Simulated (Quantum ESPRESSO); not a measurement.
# Core-hole calculation of the Zn K edge in ZnCu (Pm-3m), part 2 of 4

What does one-electron theory with a core hole give for the Zn K edge of ZnCu (Pm-3m)?

Quantum ESPRESSO 7.5; X-ray absorption near-edge structure, plane-wave PAW PBE, one-electron final states by a Lanczos continued fraction.

So far. Step 2 (Ground state of the crystal): The mesh shows no gap, so the system is treated as a metal and the core electron is put at the Fermi level (neutral cell). Step 3 (Spectrum without a core hole, Zn atom 1): Main maxima below 30 eV (height): 9.1 eV (1.14), 12.0 eV (1.20), 15.5 eV (1.45) and 25.0 eV (1.18). A K edge sees empty p states on the absorber.

### 6. Supercell with XCH, Zn atom 1

Level of this step: plane-wave PAW DFT, PBE, scalar-relativistic, self-consistent field (Quantum ESPRESSO).

The holes are 5.9 Å apart. The excited electron is kept in the cell, where it fills the lowest empty states and screens the hole.

The input, scf.in:

```
&control
   calculation='scf', prefix='x', pseudo_dir='../pp', outdir='tmp', tprnfor=.true.
/
&system
   ibrav=0, nat=16, ntyp=3, nbnd=115
   ecutwfc=62, ecutrho=400
   occupations='smearing', smearing='mv', degauss=0.015
/
&electrons
   conv_thr=1.6e-07, electron_maxstep=120
   mixing_beta=0.5
/
ATOMIC_SPECIES
Zn0 1.0 Zn.pbe-dn-kjpaw-1sch.UPF
Zn 1.0 Zn.pbe-dn-kjpaw.UPF
Cu 1.0 Cu.pbe-dn-kjpaw.UPF
CELL_PARAMETERS angstrom
  5.89000000 0.00000000 0.00000000
  0.00000000 5.89000000 0.00000000
  0.00000000 0.00000000 5.89000000
ATOMIC_POSITIONS crystal
Zn0  0.25000000 0.25000000 0.25000000
Zn   0.25000000 0.25000000 0.75000000
Zn   0.25000000 0.75000000 0.25000000
Zn   0.75000000 0.25000000 0.25000000
Zn   0.25000000 0.75000000 0.75000000
Zn   0.75000000 0.25000000 0.75000000
Zn   0.75000000 0.75000000 0.25000000
Zn   0.75000000 0.75000000 0.75000000
Cu   0.00000000 0.00000000 0.00000000
Cu   0.00000000 0.00000000 0.50000000
Cu   0.00000000 0.50000000 0.00000000
Cu   0.50000000 0.00000000 0.00000000
Cu   0.00000000 0.50000000 0.50000000
Cu   0.50000000 0.00000000 0.50000000
Cu   0.50000000 0.50000000 0.00000000
Cu   0.50000000 0.50000000 0.50000000
K_POINTS automatic
5 5 5 0 0 0
```

Launch:

```
$ OMP_NUM_THREADS=1 mpirun --oversubscribe --bind-to none -np 4 pw.x -nk 4 -in scf.in > scf.out
```

Output:

```text
     [... banner and references ...]
[banner, memory and clock lines left out]
using ibrav=0 with symmetry is DISCOURAGED, use correct ibrav instead

     G-vector sticks info

     bravais-lattice index     =            0
     lattice parameter (alat)  =      11.1305  a.u.
     unit-cell volume          =    1378.9308 (a.u.)^3
     number of atoms/cell      =           16
     number of atomic types    =            3
     number of electrons       =       185.00
     number of Kohn-Sham states=          115
     kinetic-energy cutoff     =      62.0000  Ry
     charge density cutoff     =     400.0000  Ry
     scf convergence threshold =      1.6E-07
     mixing beta               =       0.5000
     number of iterations used =            8  plain     mixing
     Exchange-correlation= SLA  PW   PBX  PBC
                           (   1   4   3   4   0   0   0)

     celldm(1)=  11.130487  celldm(2)=   0.000000  celldm(3)=   0.000000
     celldm(4)=   0.000000  celldm(5)=   0.000000  celldm(6)=   0.000000

     crystal axes: (cart. coord. in units of alat)
               a(1) = (   1.000000   0.000000   0.000000 )
               a(2) = (   0.000000   1.000000   0.000000 )
               a(3) = (   0.000000   0.000000   1.000000 )

     reciprocal axes: (cart. coord. in units 2 pi/alat)
               b(1) = (  1.000000  0.000000  0.000000 )
               b(2) = (  0.000000  1.000000  0.000000 )
               b(3) = (  0.000000  0.000000  1.000000 )

     PseudoPot. #1 for Zn:     Pseudo is Projector augmented-wave + core cor, Zval = 13.0

     PseudoPot. #2 for Zn:     Pseudo is Projector augmented-wave + core cor, Zval = 12.0

[...]
iteration # 11     ecut=    62.00 Ry     beta= 0.50
     Davidson diagonalization with overlap
     ethr =  1.24E-10,  avg # of iterations =  2.0

     End of self-consistent calculation

          k = 0.0000 0.0000 0.0000 ( 11363 PWs)   bands (ev):

    -2.5636  -2.5636  -2.5636  -2.5371  -2.5371   2.1518   4.6300   4.8719
     4.8719   4.8719   4.9983   4.9983   5.0503   5.0503   5.1141   5.1922
     5.1922   5.1922   5.2194   5.2194   5.2446   5.4335   5.4335   5.4335
[...]
14.7055  14.7055  14.7055  16.3362  16.9320  16.9320  16.9320  17.0596
    17.0596  17.0596  18.7680  18.7680  18.7680  18.8195  23.7330  23.7330
    23.7897  23.7897  23.7897

     [... bands of 9 further k-points ...]

     the Fermi energy is    12.8901 ev

!    total energy              =   -3663.97738123 Ry
     total all-electron energy =    -54504.229266 Ry
     estimated scf accuracy    <          2.8E-09 Ry
     smearing contrib. (-TS)   =      -0.00140938 Ry
     internal energy E=F+TS    =   -3663.97597186 Ry

     The total energy is F=E-TS. E is the sum of the following terms:
     one-electron contribution =    -668.37598865 Ry
     hartree contribution      =     605.74765745 Ry
     xc contribution           =    -737.45272080 Ry
     ewald contribution        =   -1400.82206520 Ry
     one-center paw contrib.   =   -1463.07285465 Ry

     convergence has been achieved in  11 iterations

     Forces acting on atoms (cartesian axes, Ry/au):

     atom    1 type  1   force =     0.00000000    0.00000000    0.00000000
     atom    2 type  2   force =     0.00000000    0.00000000    0.00000000
     atom    3 type  2   force =     0.00000000    0.00000000    0.00000000
[...]
atom   15 type  3   force =     0.00088134    0.00088134   -0.00088134
     atom   16 type  3   force =     0.00088134    0.00088134    0.00088134

     Total force =     0.004318     Total SCF correction =     0.000055

     XML data file, charge density, pseudopotentials, collected wavefunctions
```

Wall time 2.5 min (4 MPI ranks of Intel Xeon Platinum 8259CL at 2.50GHz (Skylake/Cascade Lake), shared host); peak memory 0.44 GiB; 9.9 min of CPU time.

Energy with the hole: -741567.817 eV, cores included.

### 7. Spectrum with XCH, Zn atom 1

The Lanczos recursion gives the spectrum without computing empty bands; each polarisation needs a run of its own on the full k mesh. xe0 is set between filled and empty states, and states below it are cut, here at the Fermi level, which holds the excited electron. The file of filecore holds the core orbital, taken from the hole-free data set.

The input, xspectra.in:

```
&input_xspectra
   calculation='xanes_dipole', edge='K'
   prefix='x', outdir='tmp', xiabs=1, xe0=12.8901
   xonly_plot=.false., x_save_file='xanes.sav'
   xniter=3000, xcheck_conv=20, xerror=0.005
   xcoordcrys=.false., xepsilon(1)=1, xepsilon(2)=0, xepsilon(3)=0
/
&plot
   xnepoint=413, xemin=-10, xemax=45, terminator=.true., cut_occ_states=.true.
   xgamma=0.4
/
&pseudos
   filecore='../Zn.wfc'
/
&cut_occ
   cut_desmooth=0.1, cut_stepl=0.05, cut_stepu=0.05, cut_ierror=1e-5
/
4 4 4 0 0 0
```

Launch:

```
$ OMP_NUM_THREADS=1 mpirun --oversubscribe --bind-to none -np 4 xspectra.x -nk 4 -in xspectra.in > xspectra.out
```

Output:

```text
     [... banner and references ...]
Reading input_file

     calculation: xanes_dipole

     xepsilon  [cartesian coordinates]:   1.000000   0.000000   0.000000

     xonly_plot: FALSE
        => complete calculation: Lanczos + spectrum plot

     filecore (core-wavefunction file): ../Zn.wfc

     main plot parameters:
        cut_occ_states: TRUE
        gamma_mode:  constant
        -> using xgamma [eV]:  0.40
        xemin [eV]: -10.00
        xemax [eV]:  45.00
        xnepoint:  413
        xe0 [eV]:  12.890100 (energy zero read in input file)

     WARNING: variable ef_r is obsolete

                      Reading SCF save directory: x.save

     tmp/x.save/

     Exchange-correlation= PBE
                           (   1   4   3   4   0   0   0)

     G-vector sticks info

                           Getting the Fermi energy

     From SCF save directory:
        ehomo [eV]:   13.1949 (highest occupied level)
        elumo [eV]:   13.3007 (lowest occupied level)
        ef    [eV]:   13.1949

     -> ef (in eV) will be written in x_save_file

                           Energy zero of the spectrum

     -> ef will NOT be used as energy zero of the spectrum
       (because xe0 read in input file)

     G-vector sticks info

     bravais-lattice index     =            0
     lattice parameter (alat)  =      11.1305  a.u.
     unit-cell volume          =    1378.9308 (a.u.)^3
     number of atoms/cell      =           16
     number of atomic types    =            3
     number of electrons       =       185.00
     number of Kohn-Sham states=          115
     kinetic-energy cutoff     =      62.0000  Ry
     charge density cutoff     =     400.0000  Ry
     Exchange-correlation= PBE
                           (   1   4   3   4   0   0   0)

     celldm(1)=  11.130487  celldm(2)=   0.000000  celldm(3)=   0.000000
     celldm(4)=   0.000000  celldm(5)=   0.000000  celldm(6)=   0.000000

     crystal axes: (cart. coord. in units of alat)
               a(1) = (   1.000000   0.000000   0.000000 )
               a(2) = (   0.000000   1.000000   0.000000 )
               a(3) = (   0.000000   0.000000   1.000000 )

     reciprocal axes: (cart. coord. in units 2 pi/alat)
               b(1) = (  1.000000  0.000000  0.000000 )
               b(2) = (  0.000000  1.000000  0.000000 )
               b(3) = (  0.000000  0.000000  1.000000 )

     PseudoPot. #1 for Zn:     Pseudo is Projector augmented-wave + core cor, Zval = 13.0

     PseudoPot. #2 for Zn:     Pseudo is Projector augmented-wave + core cor, Zval = 12.0

     PseudoPot. #3 for Cu:     Pseudo is Projector augmented-wave + core cor, Zval = 11.0

     atomic species   valence    mass     pseudopotential
     Zn0              13.00     1.00000     Zn( 1.00)
     Zn               12.00     1.00000     Zn( 1.00)
     Cu               11.00     1.00000     Cu( 1.00)

     48 Sym. Ops., with inversion, found

   Cartesian axes

     site n.     atom                  positions (alat units)
         1        Zn0    tau(   1) = (   0.2500000   0.2500000   0.2500000  )
         2        Zn     tau(   2) = (   0.2500000   0.2500000   0.7500000  )
         3        Zn     tau(   3) = (   0.2500000   0.7500000   0.2500000  )
         4        Zn     tau(   4) = (   0.7500000   0.2500000   0.2500000  )
         5        Zn     tau(   5) = (   0.2500000   0.7500000   0.7500000  )
         6        Zn     tau(   6) = (   0.7500000   0.2500000   0.7500000  )
         7        Zn     tau(   7) = (   0.7500000   0.7500000   0.2500000  )
         8        Zn     tau(   8) = (   0.7500000   0.7500000   0.7500000  )
         9        Cu     tau(   9) = (   0.0000000   0.0000000   0.0000000  )
        10        Cu     tau(  10) = (   0.0000000   0.0000000   0.5000000  )
        11        Cu     tau(  11) = (   0.0000000   0.5000000   0.0000000  )
        12        Cu     tau(  12) = (   0.5000000   0.0000000   0.0000000  )
        13        Cu     tau(  13) = (   0.0000000   0.5000000   0.5000000  )
[...]
k(    4) = (   0.0000000   0.0000000   0.7500000), wk =   0.0312500
        k(    5) = (   0.0000000   0.2500000   0.0000000), wk =   0.0312500
[...]
k(   62) = (   0.7500000   0.7500000   0.2500000), wk =   0.0312500
        k(   63) = (   0.7500000   0.7500000   0.5000000), wk =   0.0312500
        k(   64) = (   0.7500000   0.7500000   0.7500000), wk =   0.0312500

     Dense  grid:   186311 G-vectors     FFT dimensions: (  72,  72,  72)

     Smooth grid:    91047 G-vectors     FFT dimensions: (  60,  60,  60)

     The potential is recalculated from file :
     tmp/x.save/charge-density

     Starting wfcs are  144 atomic wfcs
     Checking if some PAW data can be deallocated...

               Reading core wavefunction file for the absorbing atom

     ../Zn.wfc successfully read

                              Attributing the PAW radii
                     for the absorbing atom [units: Bohr radius]

        PAW proj 1: r_paw(l= 0)= 3.30  (1.5*r_cut)
        PAW proj 2: r_paw(l= 0)= 3.30  (1.5*r_cut)
        PAW proj 3: r_paw(l= 1)= 3.30  (1.5*r_cut)
        PAW proj 4: r_paw(l= 1)= 3.30  (1.5*r_cut)
        PAW proj 5: r_paw(l= 2)= 2.55  (1.5*r_cut)
        PAW proj 6: r_paw(l= 2)= 2.55  (1.5*r_cut)

        NB: The calculation will not necessary use all these r_paw values.
            - For a edge in the electric-dipole approximation,
              only the r_paw(l=1) values are used.
            - For a K edge in the electric-quadrupole approximation,
              only the r_paw(l=2) values are used.

            - For a L2 or L3 edge in the electric-quadrupole approximation,

              all projectors (s, p and d) are used.

                          Starting XANES calculation
                     in the electric dipole approximation

     Method of calculation based on the Lanczos recursion algorithm
        - STEP 1: Construction of a kpoint-dependent Lanczos basis,
          in which the Hamiltonian is tridiagonal (each 'iter'
          corresponds to the calculation of one more Lanczos vector)
        - STEP 2: Calculation of the cross-section as a continued fraction
          averaged over the k-points.

     ... Begin STEP 1 ...

        Radial transition matrix element(s) used in the calculation of the
        initial vector of the Lanczos basis (|tilde{phi}_abs> normalized)
        | For PAW proj. (l=1) #1: radial matrix element =   0.003291595
        | For PAW proj. (l=1) #2: radial matrix element =   0.006463622

NB: the    16 k-point are not all listed below because npool=  4
        |-------------------------------------------------------------
        ! k-point #     1:  ( 0.0000,  0.0000,  0.0000),  0.0312,   1
        |-------------------------------------------------------------
 okvan= T
        |   Norm of the initial Lanczos vector: 0.48234661E-02
        |   Estimated error at iter     20:   1.01197052
        |   Estimated error at iter     40:   0.47044724
        |   Estimated error at iter     60:   0.38322083
        |   Estimated error at iter     80:   0.39292383
        |   Estimated error at iter    100:   0.28090307
[...]
!   => CONVERGED at iter    180 with error=  0.00390886
        |-------------------------------------------------------------
        ! k-point #     2:  ( 0.0000,  0.0000,  0.2500),  0.0312,   1
        |-------------------------------------------------------------
 okvan= T
        |   Norm of the initial Lanczos vector: 0.48234627E-02
[...]
!   => CONVERGED at iter    400 with error=  0.00243005
        |-------------------------------------------------------------
     [... 13 further k-points ...]
        ! k-point #    16:  ( 0.0000,  0.7500,  0.7500),  0.0312,   1
        |-------------------------------------------------------------
 okvan= T
        |   Norm of the initial Lanczos vector: 0.48234534E-02
[...]
|   Estimated error at iter    240:   0.08486598
        |   Estimated error at iter    260:   0.03562670
        |   Estimated error at iter    280:   0.00927926
        !   => CONVERGED at iter    300 with error=  0.00392314

     Results of STEP 1 successfully written in x_save_file
     x_save_file name:
     ->  xanes.sav
     x_save_file version:  2

     ... End STEP 1 ...

     ... Begin STEP 2 ...

     The spectrum is calculated using the following parameters:
        xe0 [eV]:   12.8901
        the occupied states are elimintate from the spectrum
        xemin [eV]: -10.00
        xemax [eV]:  45.00
        xnepoint:  413
        constant broadening parameter [eV]:    0.400
        Core level energy [eV]:  -9659.
         (from electron binding energy of neutral atoms in X-ray data booklet)

     Cross-section successfully written in xanes.dat

     ... End STEP 2 ...

                                END JOB XSpectra
```

Wall time 3.6 min (4 MPI ranks); peak memory 0.25 GiB.

The Zn K spectrum, Zn atom 1, excited-electron core hole (neutral cell) (energy from the energy zero of the input (xe0, at the border of filled and empty states); intensity scaled to a mean of 1 over the first 20 eV; folded afterwards to Lorentzian half width 0.83 eV up to 4 eV, rising linearly to 1.75 eV at 25 eV; the points at xe0, where the cut of filled states can leave a spike, are interpolated):

| E (eV) | intensity |
| --- | --- |
| -2.0 | 0.10 |
| -1.4 | 0.13 |
| -0.8 | 0.17 |
| -0.2 | 0.26 |
| 0.4 | 0.39 |
| 1.0 | 0.50 |
| 1.6 | 0.54 |
| 2.2 | 0.56 |
| 2.8 | 0.64 |
| 3.4 | 0.77 |
| 4.0 | 0.91 |
| 4.6 | 1.01 |
| 5.2 | 1.10 |
| 5.8 | 1.14 |
| 6.4 | 1.17 |
| 7.0 | 1.19 |
| 7.6 | 1.19 |
| 8.2 | 1.18 |
| 8.8 | 1.15 |
| 9.4 | 1.09 |
| 10.0 | 1.06 |
| 10.6 | 1.09 |
| 11.2 | 1.16 |
| 11.8 | 1.14 |
| 12.4 | 1.09 |
| 13.0 | 1.12 |
| 13.6 | 1.21 |
| 14.2 | 1.32 |
| 14.8 | 1.30 |
| 15.4 | 1.21 |
| 16.0 | 1.12 |
| 16.6 | 1.05 |
| 17.2 | 1.00 |
| 17.8 | 0.98 |
| 18.4 | 0.96 |
| 19.0 | 0.94 |
| 19.6 | 0.91 |
| 20.2 | 0.89 |
| 20.8 | 0.87 |
| 21.4 | 0.88 |
| 22.0 | 0.90 |
| 22.6 | 0.93 |
| 23.2 | 0.98 |
| 23.8 | 1.03 |
| 24.4 | 1.05 |
| 25.0 | 1.04 |
| 25.6 | 1.02 |
| 26.2 | 1.00 |
| 26.8 | 0.99 |
| 27.4 | 1.00 |
| 28.0 | 1.01 |
| 28.6 | 1.05 |
| 29.2 | 1.10 |
| 29.8 | 1.15 |
| 30.4 | 1.18 |
| 31.0 | 1.17 |
| 31.6 | 1.14 |

Main maxima below 30 eV (height): 7.4 eV (1.19), 11.4 eV (1.16), 14.4 eV (1.33) and 24.4 eV (1.05). 

The total-energy difference is 9696.10 eV. One term is added: -30.96 eV, since the hole is spin-paired here and a spin-polarised one costs that much less in the free atom (computed apart). The photon energy is then 9665.14 eV. The tabulated edge of the element is 9659 eV. The functional leaves an error of a few eV in such absolute values.

### 8. Quadrupole spectrum with XCH, Zn atom 1

Pre-edge features of transition metals can come from s→d transitions, which the dipole operator misses, so the quadrupole term is computed on the same field.

Changed against the first core-hole run: operator from dipole to quadrupole.

The input, xspectra.in:

```
&input_xspectra
   calculation='xanes_quadrupole', edge='K'
   prefix='x', outdir='tmp', xiabs=1, xe0=12.8901
   xonly_plot=.false., x_save_file='xanes.sav'
   xniter=3000, xcheck_conv=20, xerror=0.005
   xcoordcrys=.false., xepsilon(1)=1, xepsilon(2)=0, xepsilon(3)=0
   xkvec(1)=0, xkvec(2)=1, xkvec(3)=0
/
&plot
   xnepoint=226, xemin=-8, xemax=22, terminator=.true., cut_occ_states=.true.
   xgamma=0.4
/
&pseudos
   filecore='../Zn.wfc'
/
&cut_occ
   cut_desmooth=0.1, cut_stepl=0.05, cut_stepu=0.05, cut_ierror=1e-5
/
4 4 4 0 0 0
```

Output:

```text
     [... banner and references ...]
Reading input_file

     calculation: xanes_qyadrupole

     xepsilon  [cartesian coordinates]:   1.000000   0.000000   0.000000

     xonly_plot: FALSE
        => complete calculation: Lanczos + spectrum plot

     filecore (core-wavefunction file): ../Zn.wfc

     main plot parameters:
        cut_occ_states: TRUE
        gamma_mode:  constant
        -> using xgamma [eV]:  0.40
        xemin [eV]:  -8.00
        xemax [eV]:  22.00
        xnepoint:  226
        xe0 [eV]:  12.890100 (energy zero read in input file)

[...]
Results of STEP 1 successfully written in x_save_file
     x_save_file name:
     ->  xanes.sav
     x_save_file version:  2

     ... End STEP 1 ...

     ... Begin STEP 2 ...

     The spectrum is calculated using the following parameters:
        xe0 [eV]:   12.8901
        the occupied states are elimintate from the spectrum
        xemin [eV]:  -8.00
        xemax [eV]:  22.00
        xnepoint:  226
        constant broadening parameter [eV]:    0.400
        Core level energy [eV]:  -9659.
         (from electron binding energy of neutral atoms in X-ray data booklet)

     Cross-section successfully written in xanes.dat

     ... End STEP 2 ...

                                END JOB XSpectra
```

Run time: 2.1 min. Hardware: 4 MPI ranks; peak memory 0.25 GiB.

Dipole and quadrupole parts on one scale (eps x, k y):

| E (eV) | dipole | quadrupole × 20 |
| --- | --- | --- |
| -3.0 | 0.08 | 0.00 |
| -2.0 | 0.10 | 0.00 |
| -1.0 | 0.16 | 0.00 |
| 0.0 | 0.30 | 0.00 |
| 1.0 | 0.50 | 0.01 |
| 2.0 | 0.55 | 0.01 |
| 3.0 | 0.68 | 0.01 |
| 4.0 | 0.91 | 0.02 |
| 5.0 | 1.08 | 0.01 |
| 6.0 | 1.15 | 0.02 |
| 7.0 | 1.19 | 0.01 |
| 8.0 | 1.18 | 0.02 |
| 9.0 | 1.13 | 0.02 |
| 10.0 | 1.06 | 0.02 |
| 11.0 | 1.14 | 0.02 |
| 12.0 | 1.12 | 0.02 |
| 13.0 | 1.12 | 0.01 |
| 14.0 | 1.29 | 0.02 |
| 15.0 | 1.27 | 0.02 |
| 16.0 | 1.12 | 0.01 |
| 17.0 | 1.01 | 0.01 |
| 18.0 | 0.98 | 0.02 |
| 19.0 | 0.94 | 0.02 |
| 20.0 | 0.90 | 0.03 |
| 21.0 | 0.87 | 0.03 |
| 22.0 | 0.90 | 0.03 |

(Continued in part 3 of 4.)

[Banner, clock and machine lines of the logs are left out without a mark of their own.]

[Logs are printed without paths, hosts, clocks, repeated set-up lines and the standing remarks that a program may print on its own settings, such as how far it seeks lower states.]

[Hosts, paths, dates, database ids (printed as entryN), source tags and the programs' standing remarks are cut or masked in the printed files.]

[Lists of maxima count a maximum above −3 eV only where it reaches 4 % of the highest in the window and stands out from its surroundings by 2 % of it (1.5 % where it reaches 55 %); shoulders and weaker maxima are passed over, and of the rest the first, up to two pre-edge ones and the few strongest are named.]
